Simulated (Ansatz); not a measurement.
# How Fe(100) screens a field, part 2 of 2

Wanted: the response of a Fe(100) slab to a perpendicular field.

Ansatz 0.2.0; plane-wave DFT, PBE, Ansatz PAW.

So far. Step 4 (Atoms held, field -0.05 V/Å): The dipole is -0.0341 e·Å. Step 5 (Single point, field 0.1 V/Å): The dipole is 0.0682 e·Å.

## 6. Atoms held, field -0.1 V/Å

Input file input.yaml:

```yaml
crystal:
  lattice:
    - [2.87, 0.0, 0.0]
    - [0.0, 2.87, 0.0]
    - [0.0, 0.0, 29.48]
  atoms:
    - { symbol: Fe, position: [0.0, 0.0, 0.3052917232], spin: 2.5 }
    - { symbol: Fe, position: [0.5, 0.5, 0.3539687924], spin: 2.5 }
    - { symbol: Fe, position: [0.0, 0.0, 0.4026458616], spin: 2.5 }
    - { symbol: Fe, position: [0.5, 0.5, 0.4513229308], spin: 2.5 }
    - { symbol: Fe, position: [0.0, 0.0, 0.5], spin: 2.5 }
    - { symbol: Fe, position: [0.5, 0.5, 0.5486770692], spin: 2.5 }
    - { symbol: Fe, position: [0.0, 0.0, 0.5973541384], spin: 2.5 }
    - { symbol: Fe, position: [0.5, 0.5, 0.6460312076], spin: 2.5 }
    - { symbol: Fe, position: [0.0, 0.0, 0.6947082768], spin: 2.5 }
magnetization:
  spin_polarized: true
kpoints:
  mp_grid: { grid: [18, 18, 1] }
hamiltonian:
  xc: pbe
scf:
  occupations: { method: fermi_dirac, width: 0.1 }
  convergence: { dr2_threshold: 1.0e-10 }
efield:
  axis: 3
  dipole_correction: true
  ramp_position: 0.97
  ramp_width: 0.06
  amplitude: -0.1
output:
  forces: true
  write_potential: true
  write_density: true
  volumetric_format: npy
```

Started as:

```console
$ ansatz run input.yaml --threads 4 --pin off --max-ram 6144MiB --backend cpu --events-out ev --progress --plain --runs-dir out
```

Standard output:

```text
[...]
Crystal: 9 atoms, lattice volume = 242.824 Å³
Basis set: ecut = 420 eV, 4751 PW (Γ), exchange–correlation on 40×40×400 points (8 copies of the dense FFT grid, shifted against one another)
Bands: 100, of which v1, the nominal top of the filled ones, is band 72 counted from 1 (71 counted from 0)
Symmetry: 8 space group operations
k-points: 55 of 324
[...]
k-point 1 ↑: bands = [... 68 lower, 4.0639, 4.1161, 4.2051, 4.4450, 4.4860, 4.5088, 4.5684, 4.6495, ... 24 higher]
  k-point 2 ↑: bands = [... 68 lower, 4.0780, 4.1514, 4.2643, 4.4477, 4.4924, 4.4979, 4.5343, 4.6326, ... 24 higher]
  k-point 54 ↓: bands = [... 68 lower, 7.5165, 7.5168, 7.5431, 7.5505, 7.5505, 7.5917, 7.6939, 7.6962, ... 24 higher]
[key lines of the parts left out:]
SCF converged after 19 iterations
Magnetization: 22.4198 μB (83.2099 up, 60.7901 down)
Free energy (F): -40321.823794 eV
Fermi energy:    5.705267 eV
Dipole field:    D = -0.050849 V/Å  (p = -0.068235 e·Å, saw-weighted, corrected)
```

Wall time 5.5 min (4 threads of Arm Neoverse N1, shared host); peak memory 2 GiB; 22 min of CPU time.

The dipole is -0.0682 e·Å.

## 7. Atoms held, field 0.2 V/Å

input.yaml, as its differences from that of step 6:

```diff
@@ -29,3 +29,3 @@
   ramp_width: 0.06
-  amplitude: -0.1
+  amplitude: 0.2
 output:
```

Standard output:

```text
[...]
Crystal: 9 atoms, lattice volume = 242.824 Å³
Basis set: ecut = 420 eV, 4751 PW (Γ), exchange–correlation on 40×40×400 points (8 copies of the dense FFT grid, shifted against one another)
Bands: 100, of which v1, the nominal top of the filled ones, is band 72 counted from 1 (71 counted from 0)
Symmetry: 8 space group operations
k-points: 55 of 324
[...]
k-point 1 ↑: bands = [... 68 lower, 4.0607, 4.1129, 4.2019, 4.4418, 4.4827, 4.5055, 4.5652, 4.6463, ... 24 higher]
  k-point 2 ↑: bands = [... 68 lower, 4.0747, 4.1482, 4.2611, 4.4445, 4.4892, 4.4946, 4.5311, 4.6293, ... 24 higher]
  k-point 54 ↓: bands = [... 68 lower, 7.5131, 7.5138, 7.5399, 7.5475, 7.5475, 7.5885, 7.6907, 7.6930, ... 24 higher]
[key lines of the parts left out:]
SCF converged after 19 iterations
Magnetization: 22.4195 μB (83.2098 up, 60.7902 down)
Free energy (F): -40321.834031 eV
Fermi energy:    5.702020 eV
Dipole field:    D = 0.101741 V/Å  (p = 0.136530 e·Å, saw-weighted, corrected)
```

Run time: 5.5 min. Hardware: 4 threads; peak memory 2 GiB.

The dipole is 0.137 e·Å.

## 8. Atoms held, field -0.2 V/Å

input.yaml, as its differences from that of step 7:

```diff
@@ -29,3 +29,3 @@
   ramp_width: 0.06
-  amplitude: 0.2
+  amplitude: -0.2
 output:
```

Standard output:

```text
[...]
Crystal: 9 atoms, lattice volume = 242.824 Å³
Basis set: ecut = 420 eV, 4751 PW (Γ), exchange–correlation on 40×40×400 points (8 copies of the dense FFT grid, shifted against one another)
Bands: 100, of which v1, the nominal top of the filled ones, is band 72 counted from 1 (71 counted from 0)
Symmetry: 8 space group operations
k-points: 55 of 324
[...]
k-point 1 ↑: bands = [... 68 lower, 4.0607, 4.1129, 4.2019, 4.4418, 4.4827, 4.5055, 4.5652, 4.6463, ... 24 higher]
  k-point 2 ↑: bands = [... 68 lower, 4.0747, 4.1482, 4.2611, 4.4445, 4.4892, 4.4946, 4.5311, 4.6293, ... 24 higher]
  k-point 54 ↓: bands = [... 68 lower, 7.5131, 7.5138, 7.5399, 7.5475, 7.5475, 7.5885, 7.6907, 7.6930, ... 24 higher]
[key lines of the parts left out:]
SCF converged after 20 iterations
Magnetization: 22.4195 μB (83.2098 up, 60.7902 down)
Free energy (F): -40321.834031 eV
Fermi energy:    5.702020 eV
Dipole field:    D = -0.101734 V/Å  (p = -0.136520 e·Å, saw-weighted, corrected)
```

Wall time 5.6 min (4 threads); peak memory 2 GiB; 22 min of CPU time.

The dipole is -0.137 e·Å.

## 9. Single point, field 0.4 V/Å

input.yaml, as its differences from that of step 8:

```diff
@@ -29,3 +29,3 @@
   ramp_width: 0.06
-  amplitude: -0.2
+  amplitude: 0.4
 output:
@@ -35 +35,2 @@
   volumetric_format: npy
+  elf: true
```

Standard output:

```text
[...]
Crystal: 9 atoms, lattice volume = 242.824 Å³
Basis set: ecut = 420 eV, 4751 PW (Γ), exchange–correlation on 40×40×400 points (8 copies of the dense FFT grid, shifted against one another)
Bands: 100, of which v1, the nominal top of the filled ones, is band 72 counted from 1 (71 counted from 0)
Symmetry: 8 space group operations
k-points: 55 of 324
[...]
k-point 1 ↑: bands = [... 68 lower, 4.0472, 4.0994, 4.1884, 4.4283, 4.4692, 4.4921, 4.5517, 4.6328, ... 24 higher]
  k-point 2 ↑: bands = [... 68 lower, 4.0612, 4.1348, 4.2476, 4.4309, 4.4757, 4.4812, 4.5176, 4.6159, ... 24 higher]
  k-point 54 ↓: bands = [... 68 lower, 7.4995, 7.5010, 7.5263, 7.5350, 7.5350, 7.5751, 7.6774, 7.6795, ... 24 higher]
[key lines of the parts left out:]
SCF converged after 19 iterations
Magnetization: 22.4184 μB (83.2092 up, 60.7908 down)
Free energy (F): -40321.875021 eV
Fermi energy:    5.688532 eV
Dipole field:    D = 0.203809 V/Å  (p = 0.273497 e·Å, saw-weighted, corrected)
```

Elapsed: 5.5 min, on 4 threads; peak memory 2 GiB; 22 min of CPU time.

Running mean over 1.435 Å of the planar mean, with the applied field; the ramp of the sawtooth is left out. The electron's electrostatic potential energy less the Fermi level by z:

```
z (Å)  electron's electrostatic potential energy less the Fermi level (eV)
    4                                                                 2.61
    5                                                                 3.00
    6                                                                 3.35
    7                                                                 3.28
    8                                                               -0.863
    9                                                                -9.03
   10                                                                -9.58
   11                                                                -9.50
   12                                                                -9.45
   13                                                                -9.40
   14                                                                -9.39
   15                                                                -9.40
   16                                                                -9.39
   17                                                                -9.42
   18                                                                -9.47
   19                                                                -9.53
   20                                                                -9.59
   21                                                                -5.66
   22                                                                 2.59
   23                                                                 4.11
   24                                                                 4.60
   25                                                                 5.00
   26                                                                 5.40
```

The dipole is 0.273 e·Å.

## 10. The response

This step: plane-wave DFT, PBE, Ansatz PAW; screening of a field by a metal slab (Ansatz 0.2.0).

The dipoles give the slope, and the difference of two potentials shows where the field is screened.

This step gave:

```
equivalent conductor thickness p/(ε₀AE)      : 14.99 Å
distance between the outer atoms             : 11.48 Å
inner field over outer field                 : -9.51e-4
image plane, upper face                      : 1.734 Å
induced electrons on the upper face over ε₀E : -1.002
image plane, lower face                      : 1.734 Å
induced electrons on the lower face over ε₀E : 1.002
```

Dipole of the cell against applied field:

```
applied field (V/Å)  dipole of the cell (e·Å)
             -0.200                    -0.137
             -0.100                   -0.0682
             -0.050                   -0.0341
              0.000                    9.8e-7
              0.050                    0.0341
              0.100                    0.0682
              0.200                     0.137
              0.400                     0.273
```

The total moment stays at 22.4 μB for applied field from -0.2 to 0.4 V/Å.

Local field over the applied field, running mean. From the potentials at -0.05 and 0.05 V/Å; running mean over 1.435 Å. The local field over applied field by z:

```
z (Å)  local field over applied field
  4.5                           0.995
  5.0                           0.987
  5.5                           0.969
  6.0                           0.930
  6.5                           0.847
  7.0                           0.689
  7.5                           0.449
  8.0                           0.182
  8.5                         0.00601
  9.0                         -0.0422
  9.5                         -0.0180
 10.0                        -0.00204
 10.5                          4.7e-4
 11.0                         0.00202
 11.5                         0.00150
 12.0                         -8.0e-4
 12.5                        -0.00117
 13.0                          3.5e-4
 13.5                         0.00156
 14.0                          4.4e-4
 14.5                        -0.00131
 15.0                        -0.00125
 15.5                          4.9e-4
 16.0                         0.00157
 16.5                          2.6e-4
 17.0                        -0.00119
 17.5                         -7.5e-4
 18.0                         0.00159
 18.5                         0.00194
 19.0                          4.2e-4
 19.5                        -0.00227
 20.0                         -0.0191
 20.5                         -0.0421
 21.0                          0.0105
 21.5                           0.192
 22.0                           0.460
 22.5                           0.698
 23.0                           0.851
 23.5                           0.932
 24.0                           0.970
 24.5                           0.988
 25.0                           0.995
```

Electrons, planar mean, per unit field. The induced electron density by z:

```
z (Å)  induced electron density (e/Å³ per V/Å)
    5                                   9.9e-5
    6                                   5.2e-4
    7                                  0.00217
    8                                  0.00352
    9                                 -0.00126
   10                                   1.0e-4
   11                                   2.4e-5
   12                                   4.0e-5
   13                                  -2.8e-5
   14                                   6.7e-5
   15                                  -7.6e-6
   16                                   2.0e-5
   17                                   3.7e-5
   18                                  -1.9e-5
   19                                   1.7e-4
   20                                   2.6e-5
   21                                 -0.00120
   22                                 -0.00336
   23                                 -0.00108
   24                                  -2.2e-4
   25                                  -3.9e-5
```

By hand: between -0.05 and 0.05 V/Å the dipole changes by 0.06823 e·Å, a slope of 0.6823 e·Å²/V. A perfect conductor of thickness t has p = ε₀AEt, so t = 180.95 × 0.6823 / 8.237 = 14.99 Å (e/ε₀ = 180.95 V·Å, A in Å²). Less the 11.48 Å between the outer atoms, and halved, that puts each image plane 1.75 Å out.

The induced dipole is that of a conductor 14.99 Å thick.

## 11. Varying the input

This step: plane-wave DFT, PBE, Ansatz PAW (Ansatz 0.2.0).

A run with a changed input: it repeats the earlier run at 0.05 V/Å with scf.algorithm to direct_min.

input.yaml, as its differences from that of step 9:

```diff
@@ -24,2 +24,3 @@
   convergence: { dr2_threshold: 1.0e-10 }
+  algorithm: direct_min
 efield:
@@ -29,3 +30,3 @@
   ramp_width: 0.06
-  amplitude: 0.4
+  amplitude: 0.05
 output:
@@ -35,2 +36 @@
   volumetric_format: npy
-  elf: true
```

Standard output:

```text
Engine: ansatz 0.2.0, aarch64-unknown-linux-gnu
Pseudopotentials: kind: paw
Pseudopotential: Fe, paw, valence charge 16, recommended cutoff 420 eV (normal), Fe.paw.azcp
Functional definition: PBE
  parameter kappa = 0.804
  parameter beta = 0.066725
  exchange = pbe_x(kappa = kappa, mu = beta*pi^2/3)
  correlation = pbe_c(beta = beta)
Error: memory limit exceeded: the `scf loop` phase needs 6.62 GiB against the run's memory maximum of 6.00 GiB; largest carriers: free-energy minimisation 5.00 GiB, wavefunctions 0.78 GiB, unmodelled-tail allowance 0.36 GiB, open shells' way back 0.12 GiB, open shells' solve in a pass 0.11 GiB; wavefunction blocks cannot be spilled: direct minimisation (scf.algorithm: direct_min) keeps further sets of wavefunction blocks in memory
with nothing else changed it takes a maximum of at least 6.62 GiB, with nothing to spare, and 7.28 GiB leaves up to a tenth: --max-ram 7.28GiB where that set the maximum, else more of the term that did, and with no share typed, where 7.28 GiB is over 0.88 of the host's memory or its container's limit, a share of 0.88 or more that holds the maximum too (--max-ram-frac F), where one does; The budget is ten elevenths of [...]
```

Run time: 0.39 s. Hardware: 4 threads; peak memory 0.18 GiB; 0.67 s of CPU time.

The input was rejected at the start.

The program's message: “Error: memory limit exceeded: the `scf loop` phase needs 6.62 GiB against the run's memory maximum of 6.00 GiB; largest carriers: free-energy minimisation 5.00 GiB, wavefunctions 0.78 GiB, unmodelled- …”

## 12. A changed input: basis.ecutrho_ratio = 12

Another changed input: it repeats the earlier run at 0.05 V/Å with basis.ecutrho_ratio to 12; its output block differs too.

input.yaml, as its differences from that of step 11:

```diff
@@ -24,3 +24,2 @@
   convergence: { dr2_threshold: 1.0e-10 }
-  algorithm: direct_min
 efield:
@@ -36 +35,3 @@
   volumetric_format: npy
+basis:
+  ecutrho_ratio: 12
```

Standard output:

```text
[...]
Crystal: 9 atoms, lattice volume = 242.824 Å³
Basis set: ecut = 420 eV, 4751 PW (Γ), exchange–correlation on 72×72×720 points (8 copies of the dense FFT grid, shifted against one another)
Bands: 100, of which v1, the nominal top of the filled ones, is band 72 counted from 1 (71 counted from 0)
Symmetry: 8 space group operations
k-points: 55 of 324
[...]
Starting moments: Σ|m| = 22.5 μB on 9 of 9 sites
[...]
SCF iter   1: F=—  HF=-40321.710126 eV  |F-HF|=—  |Δ(HF+E_count)|=         —  Δρ=6.58e-2 (↑3.61e-2 ↓6.58e-2)  dr2=3.31e1  dr2_m=4.14e0  M=22.508 μB ∫|m|=22.786 μB  β_m=1.00  ethr=3.10e-3  p=0.033 e·Å  D=2.43e-2 V/Å  ΔV_dip=-0.72 eV  dr2_dipole=1.12e-5  V_vac-E_F(+/−)=7.88/7.24 eV  ⟨swp⟩=9.2  Hψ=52051  notcnv=0  defer=378
[...]
SCF iter  19: F=-40321.821038 eV  HF=-40321.821038 eV  |F-HF|=5.09e-11  |Δ(HF+E_count)|=  7.28e-12  Δρ=5.92e-8 (↑5.92e-8 ↓4.37e-8)  dr2=3.79e-11  dr2_m=1.06e-12  M=22.420 μB ∫|m|=23.520 μB  ethr=1.00e-12  p=0.034 e·Å  D=2.54e-2 V/Å  ΔV_dip=-0.75 eV  dr2_dipole=3.88e-13  V_vac-E_F(+/−)=4.15/3.55 eV  ⟨swp⟩=16.0  Hψ=67615  notcnv=0
SCF 1 converged in 19 iterations: F = -40321.821038 eV  dr2 = 3.79e-11
[...]
SCF converged after 19 iterations
Magnetization: 22.4199 μB (83.2099 up, 60.7901 down)
Absolute magnetization: 23.5209 μB (∫|ρ↑−ρ↓|, with the PAW one-centre terms)
[...]
Per-site moments (μB) at R_I (Å): [(2.973680, 1.025266), (2.401505, 1.025266), (2.417173, 1.025266), (2.304161, 1.025266), (2.328769, 1.025266), (2.304039, 1.025266), (2.417302, 1.025266), (2.400972, 1.025266), (2.975391, 1.025266)]
Free energy (F): -40321.821038 eV
[...]
Internal energy: -40321.493720 eV  (E = F + TS)
E sigma→0 (E₀):  -40321.657379 eV
Entropy (-TS):   -0.327319 eV (-36.369 meV/atom)
Fermi energy:    5.706071 eV
Dipole field:    D = 0.025422 V/Å  (p = 0.034114 e·Å, saw-weighted, corrected)
Work function:   not extracted (applied field tilts the vacuum); planar V_es + V_field profile in the machine report
[...]
--- Forces (eV/Å), atoms counted from 1 ---
  atom   1  Fe     0.00000000     0.00000000     0.43059386
  atom   2  Fe     0.00000000     0.00000000    -0.31113752
  atom   3  Fe     0.00000000     0.00000000     0.15268967
  atom   4  Fe     0.00000000     0.00000000     0.05634871
  atom   5  Fe    -0.00000000     0.00000000     0.00049561
  atom   6  Fe    -0.00000000     0.00000000    -0.05689828
  atom   7  Fe    -0.00000000     0.00000000    -0.15232131
  atom   8  Fe     0.00000000     0.00000000     0.31069197
  atom   9  Fe     0.00000000     0.00000000    -0.43046237
  max |Σ_I F_I| component: 3.41e-7 eV/Å
--- Band table (eV; the first three rows and the last of 110) ---
  k-point 0 ↑: bands = [... 68 lower, 4.1068, 4.1068, 4.1831, 4.3307, 4.5053, 4.5995, 4.5995, 4.6642, ... 24 higher]
  k-point 1 ↑: bands = [... 68 lower, 4.0647, 4.1169, 4.2059, 4.4458, 4.4868, 4.5096, 4.5692, 4.6503, ... 24 higher]
  k-point 2 ↑: bands = [... 68 lower, 4.0788, 4.1522, 4.2651, 4.4485, 4.4932, 4.4987, 4.5351, 4.6334, ... 24 higher]
  k-point 54 ↓: bands = [... 68 lower, 7.5173, 7.5175, 7.5439, 7.5512, 7.5512, 7.5925, 7.6947, 7.6970, ... 24 higher]
```

Elapsed: 5.5 min, on 4 threads; peak memory 2.5 GiB; 22 min of CPU time.

Read from the output:

- energy at zero smearing: -40321.6574 eV
- dipole along the normal: 0.03411 e·Å

Force by atom:

```
atom  x (eV/Å)  y (eV/Å)  z (eV/Å)   size
 Fe1     0.000     0.000     0.431  0.431
 Fe2     0.000     0.000    -0.311  0.311
 Fe3     0.000     0.000     0.153  0.153
 Fe4     0.000     0.000     0.056  0.056
 Fe5     0.000     0.000     0.000  0.000
 Fe6     0.000     0.000    -0.057  0.057
 Fe7     0.000     0.000    -0.152  0.152
 Fe8     0.000     0.000     0.311  0.311
 Fe9     0.000     0.000    -0.430  0.430
```

```
                     quantity  this run  earlier run  difference
dipole along the normal (e·Å)   0.03411      0.03411     -3.2e-7
            total moment (μB)     22.42        22.42     -1.0e-7
```

Nothing in the table moves by 0.01 in its unit (for the dipole 0.5 % and 5e-5 e·Å).

## 13. Summary of results

```json
{
 "work function": "3.87 eV",
 "image plane, upper face": "1.73 Å",
 "induced electrons on the upper face over ε₀E": "-1.00",
 "equivalent conductor thickness p/(ε₀AE)": "15.0 Å",
 "inner field over outer field": "-9.5e-4"
}
```

**Reading.** The induced charge has its centre 1.73 Å outside the outermost atoms; this is the plane from which a capacitor's gap or an image potential counts. The equivalent conductor thickness exceeds the distance between the outer atoms by 3.51 Å, about the sum of the two image-plane distances. In the middle of the slab the field is screened to under 0.5 % of its outer value. The atoms are held at bulk positions with the tabulated experimental lattice constant. The magnetic order is the one reached from the typed start; other orders were not compared.

[Long decimals in the printed logs are rounded to 6 places.]

[Logs are printed without paths, hosts, clocks, repeated set-up lines and the standing remarks that a program may print on its own settings, such as how far it seeks lower states.]

[Hosts, paths, dates, database ids (printed as entryN), source tags and the programs' standing remarks are cut or masked in the printed files.]

[Maps of the electrostatic potential energy from Ansatz leave out the sawtooth potential of an applied field or a dipole correction, so their vacuum need not be flat; planar profiles and work functions include it.]
